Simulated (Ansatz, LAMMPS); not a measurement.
## Localised basis functions on amorphous cis-polybutadiene (as short chains C26H42) at 500 K (204 atoms)

Wanted: errors and times of a linear-scaling basis for amorphous cis-polybutadiene (as short chains C26H42) at 500 K (204 atoms). A setting counts as converged where the r.m.s. difference of forces stays under 1 % of the r.m.s. force.

Method: Kohn-Sham DFT, PBE+D3(BJ), PAW (set soft_2), plane waves, in Ansatz 0.2.0.

## Step 1: The starting structure

The cell holds 204 atoms: 78 C and 126 H. Cell: a = 12.968 Å, b = 12.968 Å, c = 12.968 Å, α = 90.0°, β = 90.0°, γ = 90.0°. 3 cis-polybutadiene chains of 6 units with methyl end groups placed at random, at 0.81 g/cm³; overlaps pushed apart, then 20 ps at 800 K with MMFF94 bonds, angles, torsions, charges and radii (Halgren, J. Comput. Chem. 17, 490 (1996)) in harmonic and 12-6 forms. Snapshot after 30 ps at 500 K and fixed volume.

Limits known from the start: The network of contacts between molecules at the start is that of the classical potential that made the cell, and needn't be the one that DFT or experiment would give. The density was typed from a rule of thumb and may lie off the real one at this temperature. The Brillouin zone is sampled at Γ only, in a cell whose shortest periodic width is 13 Å.

## Step 2: Making the structure

A classical potential makes the cell, at a small fraction of what the same run would cost in DFT.

This step: classical MD, MMFF94 bonds, angles, torsions, charges and radii (Halgren, J. Comput. Chem. 17, 490 (1996)) in harmonic and 12-6 forms; charges of ions scaled by 0.8 (LAMMPS 22 Jul 2025 - Update 4).

Input file in.lmp:

```
# amorphous cis-polybutadiene
units real
atom_style full
boundary p p p
bond_style harmonic
angle_style harmonic
dihedral_style opls
improper_style harmonic
special_bonds lj 0 0 0.5 coul 0 0 0.75
read_data data.lmp
neigh_modify delay 0 every 1 check yes one 4000
comm_modify cutoff 12.0
timestep 0.5
thermo_style custom step time temp pe press density
thermo_modify norm yes
# push overlapping molecules apart
pair_style soft 2.6
pair_coeff * * 0.0
variable a equal ramp(1,60)
fix ad all adapt 1 pair soft a * * v_a
velocity all create 800 23302 mom yes dist gaussian
fix lim all nve/limit 0.03
fix lan all langevin 800 800 50 23303 zero yes
thermo 1000
run 3000 post no
unfix ad
pair_style lj/cut/coul/long 9.0
pair_modify mix arithmetic tail yes
pair_coeff 1 1 0.0678 3.3680   # C
pair_coeff 2 2 0.0678 3.5860   # C
pair_coeff 3 3 0.0216 2.5400   # H
kspace_style pppm 1.0e-4
thermo 100
minimize 1e-5 1e-3 300 3000
# [... 15 lines left out ...]
compute msd all msd com yes
thermo 7500
fix md all nvt temp 500 500 100
run 30000 post no
print "== T500: mean square displacement over the hold $(c_msd[4]:%.2f) A^2"
unfix md
uncompute msd
write_dump all custom T500.dump id type xs ys zs modify sort id
```

Command:

```bash
$ lmp -in in.lmp -log none -nocite
```

What it wrote:

```text
LAMMPS (22 Jul 2025 - Update 4)
Reading data file ...
  orthogonal box = (0 0 0) to (12.96832 12.96832 12.96832)
  204 atoms
  orthogonal box = (0 0 0) to (12.96832 12.96832 12.96832)
  201 bonds
  360 angles
  477 dihedrals
  36 impropers
   Step          Time           Temp          PotEng         Press         Density
         0   0              800            0.1379518     -6800.6251      0.80999965
      1000   500            659.47473      1.911654       9266.5883      0.80999965
      2000   1000           565.99135      2.1482602      28659.813      0.80999965
      3000   1500           602.64248      2.1037452      9951.8866      0.80999965
[... 30 lines left out ...]
   Step          Time           Temp          PotEng         Press         Density
[... 4 lines left out ...]
Loop time of 15.9905 s on 1 MPI rank(s) for 20000 steps with 204 atoms
   Step          Time           Temp          PotEng         Press         Density
[... 2 lines left out ...]
     52500   51500          494.07728      1.8968074      6918.8511      0.80999965
     60000   59000          520.84635      1.8638145     -3819.4417      0.80999965
     67500   66500          490.83068      1.8066112      8411.9554      0.80999965
     72000   71000          513.32221      1.9339379      1093.4371      0.80999965
Loop time of 23.5063 s on 1 MPI rank(s) for 30000 steps with 204 atoms
== T500: mean square displacement over the hold 23.04 A^2
```

The job ended after 59 s (1 thread of AMD EPYC 9B14 (Zen 4), shared host; peak memory 0.12 GiB).

The input also reads data.lmp (atoms, bonds and types; not printed here).

## Step 3: Plane-wave single point

The first run uses the default basis; a harder plane-wave run follows as the reference for the support functions.

Input file input.yaml:

```yaml
crystal:
  lattice:
    - [12.96832, 0.0, 0.0]
    - [0.0, 12.96832, 0.0]
    - [0.0, 0.0, 12.96832]
  atoms:
    - { symbol: C, position: [0.21377, 0.5873, 0.08143] }
    - { symbol: C, position: [0.22286, 0.68097, 0.01219] }
    - { symbol: C, position: [0.23556, 0.78078, 0.06615] }
    - { symbol: C, position: [0.27068, 0.81222, 0.15866] }
    - { symbol: C, position: [0.2801, 0.75376, 0.2596] }
    - { symbol: C, position: [0.37176, 0.78688, 0.32198] }
    - { symbol: C, position: [0.46909, 0.76146, 0.25438] }
    - { symbol: C, position: [0.55414, 0.81782, 0.24769] }
    - { symbol: C, position: [0.57849, 0.9265, 0.28995] }
    - { symbol: C, position: [0.62321, 0.99373, 0.19963] }
    - { symbol: C, position: [0.59392, 0.10381, 0.21021] }
    - { symbol: C, position: [0.49887, 0.14136, 0.2013] }
    - { symbol: C, position: [0.40378, 0.08024, 0.17956] }
    - { symbol: C, position: [0.33396, 0.13292, 0.10869] }
    - { symbol: C, position: [0.25635, 0.20598, 0.1597] }
    - { symbol: C, position: [0.15672, 0.19796, 0.15966] }
    - { symbol: C, position: [0.09563, 0.12082, 0.10203] }
    - { symbol: C, position: [0.07232, 0.01521, 0.15223] }
    - { symbol: C, position: [0.07986, 0.99177, 0.26558] }
    - { symbol: C, position: [0.01149, 0.93475, 0.32176] }
    - { symbol: C, position: [0.90501, 0.89442, 0.29314] }
    - { symbol: C, position: [0.92716, 0.78168, 0.25131] }
    - { symbol: C, position: [0.82958, 0.70656, 0.27438] }
    - { symbol: C, position: [0.79733, 0.62925, 0.21057] }
    - { symbol: C, position: [0.85301, 0.609, 0.10539] }
    - { symbol: C, position: [0.94837, 0.54265, 0.11643] }
    - { symbol: H, position: [0.18174, 0.52137, 0.04224] }
    - { symbol: H, position: [0.28445, 0.56025, 0.1135] }
    - { symbol: H, position: [0.15132, 0.60804, 0.14024] }
    - { symbol: H, position: [0.15512, 0.67873, 0.95935] }
    - { symbol: H, position: [0.28329, 0.66211, 0.96274] }
    - { symbol: H, position: [0.24109, 0.82932, 0.00122] }
    [... 166 atom lines left out ...]
    - { symbol: H, position: [0.75857, 0.68867, 0.60641] }
    - { symbol: H, position: [0.58044, 0.55494, 0.54146] }
    - { symbol: H, position: [0.67542, 0.61041, 0.47204] }
    - { symbol: H, position: [0.81232, 0.51578, 0.56605] }
    - { symbol: H, position: [0.71988, 0.48101, 0.65085] }
    - { symbol: H, position: [0.71414, 0.41474, 0.528] }
kpoints:
  mp_grid: { grid: [1, 1, 1] }
hamiltonian:
  xc: pbe
  dispersion: d3bj
scf:
  occupations: { method: gaussian, width: 0.025 }
output:
  forces: true
  stress: true
  populations: true
  dos:
    method: { smearing: { sigma: 0.1 } }
    de: 0.1
    projected: { site_lists: { C: [C], H: [H] } }
  eigenvalues: true
  write_density: true
  write_potential: true
  volumetric_format: npy
```

Command:

```bash
$ ansatz run input.yaml --threads 8 --pin off --max-ram 15872MiB --backend cpu --events-out ev --progress --plain --runs-dir out
```

What it wrote:

```text
Engine: ansatz 0.2.0, x86_64-unknown-linux-gnu
Pseudopotentials: kind: paw
Pseudopotential: C, paw, valence charge 4, recommended cutoff 420 eV (normal), C.paw.azcp
Pseudopotential: H, paw, valence charge 1, recommended cutoff 420 eV (normal), H.paw.azcp
[... 5 lines on functional and potentials left out ...]
Crystal: 204 atoms, lattice volume = 2180.977 Å³
Basis set: ecut = 420 eV, 42691 PW (Γ), exchange–correlation on 180×180×180 points (8 copies of the dense FFT grid, shifted against one another)
Bands: 423, of which v1, the nominal top of the filled ones, is band 219 counted from 1 (218 counted from 0)
Symmetry: 1 space group operations
Space group: P1 (ITA 1), of the structure as read, at distance tolerance 1.3e-4 Å
k-points: 1
[... 5 lines on functional and potentials left out ...]
Initial density: superposition of atomic densities (neutral atoms: chi_scale 0, normalization atom), corrected by the library's trained network
Initial wavefunctions: pseudopotential atomic-orbital guess
Functional: x = pbe(κ = 0.804, μ = 0.219515), c = pbe(β = 0.066725)
SCF iter   1: F=—  HF=-21584.440496 eV  |F-HF|=—  |Δ(HF+E_count)|=         —  Δρ=4.40e-3  dr2=5.18e-1  ethr=1.77e-3  ⟨swp⟩=6.0  Hψ=1960  notcnv=0  defer=77
preconditioner: auto → Resta (q_TF=auto, 2.088 Å⁻¹)  ε∞=2.2  [insulator: Δε(μ)=4.233 eV  Ē_g=14.976 eV  σ=0.025 eV  W_gap=1.00  n_scr=340 (ndim 8)  ℏωp=16.6 eV  f_vac=0.254  D(μ)=0.00/eV (n_scr^D=0)  ε∞_Penn≈2.2]
SCF iter   2: F=—  HF=-21584.413940 eV  |F-HF|=—  |Δ(HF+E_count)|=   2.66e-2  Δρ=2.25e-3  dr2=1.21e-1  ethr=1.18e-4  ⟨swp⟩=3.0  Hψ=712  notcnv=0  defer=198
SCF iter   3: F=—  HF=-21584.443808 eV  |F-HF|=—  |Δ(HF+E_count)|=   2.99e-2  Δρ=8.87e-4  dr2=2.70e-2  ethr=2.76e-5  ⟨swp⟩=3.0  Hψ=414  notcnv=0  defer=198
SCF iter   4: F=—  HF=-21584.444620 eV  |F-HF|=—  |Δ(HF+E_count)|=   8.11e-4  Δρ=3.44e-4  dr2=4.17e-3  ethr=6.18e-6  ⟨swp⟩=2.0  Hψ=448  notcnv=0  defer=198
SCF iter   5: F=—  HF=-21584.444883 eV  |F-HF|=—  |Δ(HF+E_count)|=   2.64e-4  Δρ=1.10e-4  dr2=4.60e-4  ethr=9.52e-7  ⟨swp⟩=2.0  Hψ=433  notcnv=0  defer=198
SCF iter   6: F=—  HF=-21584.444841 eV  |F-HF|=—  |Δ(HF+E_count)|=   4.28e-5  Δρ=4.86e-5  dr2=7.92e-5  ethr=1.05e-7  ⟨swp⟩=2.0  Hψ=438  notcnv=0  defer=198
SCF iter   7: F=—  HF=-21584.444956 eV  |F-HF|=—  |Δ(HF+E_count)|=   1.16e-4  Δρ=2.13e-5  dr2=1.34e-5  ethr=1.81e-8  ⟨swp⟩=2.0  Hψ=635  notcnv=0  defer=198
SCF iter   8: F=—  HF=-21584.444951 eV  |F-HF|=—  |Δ(HF+E_count)|=   5.15e-6  Δρ=5.67e-6  dr2=9.70e-7  ethr=3.06e-9  ⟨swp⟩=2.0  Hψ=432  notcnv=0  defer=198
SCF iter   9: F=—  HF=-21584.444951 eV  |F-HF|=—  |Δ(HF+E_count)|=   5.89e-7  Δρ=2.56e-6  dr2=2.17e-7  ethr=2.22e-10  ⟨swp⟩=2.0  Hψ=435  notcnv=0  defer=198
SCF iter  10: F=-21584.444951 eV  HF=-21584.444951 eV  |F-HF|=1.92e-8  |Δ(HF+E_count)|=   8.99e-8  Δρ=9.26e-7  dr2=2.62e-8  ethr=2.28e-11  ⟨swp⟩=20.0  Hψ=3742  notcnv=0
SCF 1 converged in 10 iterations: F = -21584.444951 eV  dr2 = 2.62e-8
  greatest PAW one-centre occupation: 0.706 electrons in one spin orbital (limit 2), on the C atom at site 150 (counted from 0), in its partial waves of l = 0
WARN: The input density's exchange-correlation potential varies sharply where the density is thin. Do not read a vacuum level from v_tot or v_xc, or from such a field of the output density. On a cell that repeats whose density bears no net charge and no dipole along the vacuum's axis use v_es (v_loc + v_h of the components); [...]
SCF converged after 10 iterations
Free energy (F): -21584.444951 eV
Harris-Foulkes:  -21584.444951 eV  (|F-HF|=1.92e-8)
Internal energy: -21584.444951 eV  (E = F + TS)
E sigma→0 (E₀):  -21584.444951 eV
Fermi energy:    0.921686 eV
--- Per-component energies (eV) ---
  E_band       = -3255.320780
  E_kinetic    = 8896.540452
  E_local      = -28290.124089  (includes V_loc(G=0)·N_el)
  E_nonlocal   = 2347.704425
  E_hartree    = 10268.077284
  E_xc         = -4897.617286
  E_vxc        = -6119.554322  (∫ρ·V_xc dr)
  E_paw        = -7825.667209  (= ΣΔE_a)
  E_vpaw       = -625.865335  (= ΣTr[D̂ρ^β])
  E_aug_tail   = -0.175652  (compensation charges beyond the density's cutoff)
  E_ewald      = -2073.213534
  E_disp       = -9.969341  (pairwise vdW)
  E_smearing   = -0.000000  (= −TS)
  E_closure    = -0.000000  (closes the sum)
  Σ components = -21584.444951   (vs F -21584.444951, Δ=0.00e0)
--- Forces (eV/Å), atoms counted from 1 ---
  atom   1  C     -2.43847397     0.49522026     0.87237990
  atom   2  C     -1.95203767    -1.69538823     1.61080445
  atom   3  C      1.27419052    -0.70170204    -0.44164701
  atom   4  C     -0.73524195    -2.25321518    -0.42998282
  atom   5  C     -2.62595000     1.02040871    -0.17338510
  atom   6  C      1.49124499     0.23571078    -1.37549836
  atom   7  C     -0.91581347     0.83660688     1.18147731
  atom   8  C     -0.89151628     2.06776795     1.80691186
  atom   9  C     -4.31327962    -0.41558617    -3.18384689
  atom  10  C      1.36336832     1.05566036     2.53629426
  atom  11  C     -1.15504068     0.71227013    -0.50695252
  atom  12  C     -0.96569409    -0.58422685     0.49051780
  atom  13  C      0.71081707    -0.61276914     2.22889459
  atom  14  C     -4.07498985    -0.47605818     0.46044671
[...]
atom 203  H      0.42360581    -0.99241012    -0.05950268
  atom 204  H      0.69732217     0.64832716     0.08118277
  max |Σ_I F_I| component: 1.14e-4 eV/Å
--- Stress (GPa, compression-positive) ---
        3.391442       0.403941       0.061492
        0.403942       1.932349      -0.698286
        0.061491      -0.698287       1.912144
  P = ⅓ Tr σ = 2.4120 GPa (24.120 kbar)
--- Band table (eV) ---
  k-point 0: bands = ["-16.4664", "-16.4385", "-16.3951", "-16.3097", [... 407 levels ...], "10.5520", "10.5584", "10.6465", "10.6663", "10.6852", "10.6982", "10.7657", "10.7762", "10.7796", "10.7986", "10.8759", "10.8918"]
--- Löwdin populations: 204 sites ---
  site symbol       q [e]
     0      C      4.4473
     1      C      4.2714
     2      C      4.1665
[...]
203      H      0.8213
  spilling = 0.012510 (of n_electrons = 438.000000)
```

Elapsed: 14 s, on 8 threads of AMD EPYC 9B14 (Zen 4), shared host; peak memory 2.8 GiB.

The column dr2 measures how far the density is from self-consistency, as an energy; F and HF (Harris–Foulkes) agree once it is small.

The program notes that the exchange-correlation potential is rough where the density is thin.

Read from the output:

```yaml
free_energy: -21584.4450 eV
free_energy_per_atom: -105.8061 eV/atom
scf_cycles: 10
pressure: 2.412 GPa
r_m_s_force_component: 1.215 eV/Å
longest_force: 7.589 eV/Å
fermi_energy: 0.9217 eV
spacing_of_highest_filled_and_lowest_empty_level: 4.209 eV
spilling_of_the_projection: 0.01251
```

The r.m.s. force component of 1.2 eV/Å sets the scale for the differences below.

## Step 4: Plane waves at 750 eV (750 eV)

The grid of the support functions holds more waves than the default cutoff, so they are judged against a harder plane-wave run.

input.yaml, the sections that differ from step 3:

```yaml
output:
  forces: true
  eigenvalues: true
basis:
  ecutwfc: "750 eV"
# crystal, kpoints, hamiltonian, scf: as in step 3
```

What it wrote:

```text
[...]
Crystal: 204 atoms, lattice volume = 2180.977 Å³
Basis set: ecut = 750 eV, 101673 PW (Γ), exchange–correlation on 240×240×240 points (8 copies of the dense FFT grid, shifted against one another)
Bands: 423, of which v1, the nominal top of the filled ones, is band 219 counted from 1 (218 counted from 0)
Symmetry: 1 space group operations
[...]
k-points: 1
[...]
SCF iter   1: F=—  HF=-21585.069408 eV  |F-HF|=—  |Δ(HF+E_count)|=         —  Δρ=4.57e-3  dr2=5.26e-1  ethr=1.77e-3  ⟨swp⟩=6.0  Hψ=1961  notcnv=0  defer=77
[...]
SCF iter   3: F=—  HF=-21585.068863 eV  |F-HF|=—  |Δ(HF+E_count)|=   2.87e-2  Δρ=8.93e-4  dr2=2.74e-2  ethr=2.80e-5  ⟨swp⟩=3.0  Hψ=415  notcnv=0  defer=28
automatic band count: iteration 3 solves 253 bands in place of 423: the levels show a gap, and the empty bands left out lie too high to hold charge; the band table lists the bands solved (type scf.n_extra_bands for more)
SCF iter   4: F=—  HF=-21585.069714 eV  |F-HF|=—  |Δ(HF+E_count)|=   8.50e-4  Δρ=3.50e-4  dr2=4.26e-3  ethr=6.24e-6  ⟨swp⟩=3.0  Hψ=449  notcnv=0  defer=28
SCF iter   5: F=—  HF=-21585.070040 eV  |F-HF|=—  |Δ(HF+E_count)|=   3.27e-4  Δρ=1.12e-4  dr2=4.73e-4  ethr=9.73e-7  ⟨swp⟩=2.0  Hψ=433  notcnv=0  defer=28
[...]
SCF iter   9: F=—  HF=-21585.070155 eV  |F-HF|=—  |Δ(HF+E_count)|=   5.06e-7  Δρ=2.65e-6  dr2=2.30e-7  ethr=2.28e-10  ⟨swp⟩=2.0  Hψ=435  notcnv=0  defer=28
SCF iter  10: F=-21585.070155 eV  HF=-21585.070155 eV  |F-HF|=1.86e-8  |Δ(HF+E_count)|=   8.85e-8  Δρ=9.38e-7  dr2=2.65e-8  ethr=2.28e-11  ⟨swp⟩=11.0  Hψ=1126  notcnv=0
SCF 1 converged in 10 iterations: F = -21585.070155 eV  dr2 = 2.65e-8
[...]
SCF converged after 10 iterations
Free energy (F): -21585.070155 eV
[...]
Internal energy: -21585.070155 eV  (E = F + TS)
E sigma→0 (E₀):  -21585.070155 eV
Fermi energy:    0.921135 eV
[...]
Σ components = -21585.070155   (vs F -21585.070155, Δ=0.00e0)
--- Forces (eV/Å), atoms counted from 1 ---
  atom   1  C     -2.43937909     0.48635473     0.87743454
  atom   2  C     -1.95060072    -1.69431544     1.59895672
  atom   3  C      1.27598965    -0.69521849    -0.44541470
  atom   4  C     -0.73444834    -2.24526099    -0.43287339
[...]
atom 204  H      0.69912348     0.65462300     0.08486730
  max |Σ_I F_I| component: 1.23e-4 eV/Å
--- Band table (eV) ---
[...]
```

Elapsed: 16 s, on 8 threads; peak memory 5.7 GiB.

Forces differ from the reference by 5.2 meV/Å r.m.s., 0.43 % of their size, within a tolerance of 1 %; the energy by -3.1 meV/atom.

## Step 5: Support functions medium

With localised support functions most steps grow linearly with size, though the diagonalisation grows faster unless the density matrix is cut; this run measures error and cost at this size. Besides, the program derives a nominal cutoff of 420 eV for this run, against the reference's 750.

This step: Kohn-Sham DFT, PBE+D3(BJ), PAW (set soft_2), localised support functions (medium) (Ansatz 0.2.0).

input.yaml, the sections that differ from step 4:

```yaml
scf:
  occupations: { method: gaussian, width: 0.025 }
  eigensolver: { kind: { support_functions: { accuracy: medium } } }
  max_iter: 150
# crystal, kpoints, hamiltonian, output: as in step 4
# basis: removed
```

What it wrote:

```text
Warning: scf.eigensolver.kind.support_functions: disabling space-group detection — the functions' gradient is summed over unrotated k-points, so no spatial operation reduces the k-mesh or symmetrises the density; time reversal is kept, so that k and −k are solved as one point where they differ and the mesh holds both, and exact exchange and, on two spinor components, a DFT+U term hold to it where the run has them: [...]
settings of this run that can trade accuracy for cost: scf.eigensolver.kind.support_functions [...]
[...]
Crystal: 204 atoms, lattice volume = 2180.977 Å³
Basis set: ecut = 420 eV, 42691 PW (Γ), exchange–correlation on 180×180×180 points (8 copies of the dense FFT grid, shifted against one another)
Bands: 263, of which v1, the nominal top of the filled ones, is band 219 counted from 1 (218 counted from 0)
Symmetry: 1 space group operations
k-points: 1
[...]
SCF iter   1: F=—  HF=-21652.454299 eV  |F-HF|=—  |Δ(HF+E_count)|=         —  Δρ=1.12e-1  dr2=3.29e2  ethr=1.00e-1
[...]
SCF iter  11: F=—  HF=-21585.120855 eV  |F-HF|=—  |Δ(HF+E_count)|=   1.04e-3  Δρ=1.88e-5  dr2=1.77e-5  ethr=1.73e-8  κ⁻¹=1.6e-5(r=7)
SCF iter  12: F=-21585.121653 eV  HF=-21585.121654 eV  |F-HF|=9.11e-7  |Δ(HF+E_count)|=   7.99e-4  Δρ=6.94e-6  dr2=3.53e-6  ethr=4.05e-9
SCF 1 converged in 12 iterations: F = -21585.130075 eV  dr2 = 3.53e-6
[...]
SCF converged after 12 iterations
Stability not checked: this state was not tested for a lower state beside it, because the mixer in use, unlike msr1, does not test its closes by its own steps (another_mixer; see scf.mixing.algorithm and scf.lower_state_search)
Free energy (F): -21585.130075 eV
[...]
Internal energy: -21585.130075 eV  (E = F + TS)
E sigma→0 (E₀):  -21585.130075 eV
Fermi energy:    0.920984 eV
[...]
Σ components = -21585.130075   (vs F -21585.130075, Δ=0.00e0)
--- Forces (eV/Å), atoms counted from 1 ---
  atom   1  C     -2.43992495     0.48587748     0.87788293
  atom   2  C     -1.95047870    -1.69484937     1.59777507
  atom   3  C      1.27625588    -0.69448287    -0.44583753
  atom   4  C     -0.73461647    -2.24727202    -0.43359633
[...]
atom 204  H      0.69937116     0.65523929     0.08557972
  max |Σ_I F_I| component: 6.48e-3 eV/Å
--- Band table (eV) ---
[...]
```

It took 36 s on 8 threads; peak memory 3.6 GiB.

The program notes that the band table was not solved further than the SCF left it and it switched symmetry off.

Keys that differ from the reference: basis.ecutwfc removed, support_functions.accuracy = "medium" and scf.max_iter = 150.

Forces differ from the reference by 0.64 meV/Å r.m.s., 0.053 % of their size, well within a tolerance of 1 %; the energy by -0.29 meV/atom. It took 2.2 times the reference's time (shared host, so rough).

(Part 1 of 3 ends here.)

[Long decimals in the printed logs are rounded to 6 places.]

[Logs are printed without paths, hosts, clocks, repeated set-up lines and the standing remarks that a program may print on its own settings, such as how far it seeks lower states.]

[Hosts, paths, dates, database ids (printed as entryN), source tags and the programs' standing remarks are cut or masked in the printed files.]

[The MMFF94 radii named for the starting cell were scaled by 0.96; in molecules described by MMFF94, hydrogen bound to N, O or S took a small fixed 12-6 site in their place.]
